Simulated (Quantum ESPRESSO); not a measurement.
# HfO2 [001], tetragonal: the electronic dielectric constant against strain along c

How does ε∞, from linear response (ph.x, fixed occupations, ions clamped), follow the strain along c? The symmetry of the cell is held, so distortions that would lower it, which this phase may prefer, aren't tested.

Calculated with Quantum ESPRESSO 7.5, PBEsol, GBRV 1.5 ultrasoft potentials, cutoff 680 eV, Fermi–Dirac smearing 0.02 eV, k-mesh 8×8×6, no spin polarisation, no spin-orbit coupling.

```csv
strain along c (%),V (Å³/atom),ε_xx,ε_yy,ε_zz,mean,gap (eV)
−3,10.596,5.317,5.317,4.822,5.152,4.290
−2,10.679,5.290,5.290,4.810,5.130,4.433
−1,10.762,5.264,5.264,4.798,5.109,4.545
0,10.846,5.240,5.240,4.786,5.088,4.607
2,11.017,5.194,5.194,4.759,5.049,4.623
3,11.103,5.172,5.172,4.745,5.030,4.633
```

**Question.** Give the mean ε∞ and the long-wavelength refractive index at x = 1, a row left out above (x is the first column).

Least squares with ε = e0 + e1 x + e2 x² gives e0 = 5.0882, e1 = −0.020314 and e2 = 0.0003143. At x = 1 this is 5.068, so n = √ε = 2.251 as an average over directions. The run itself gives 5.069, so the estimate misses by 0.001, a rounding's worth.

Along the table the mean ε∞ rises wherever the smallest gap falls, which need not be its cause. Semilocal functionals tend to give ε∞ too large, the k-mesh wasn't converged for it (a zone-centred mesh of this size overestimates it where the gap is small), and polar lattice vibrations add to the static constant, which isn't calculated here.

[Logs are printed without paths, hosts, clocks, repeated set-up lines and the standing remarks that a program may print on its own settings, such as how far it seeks lower states.]
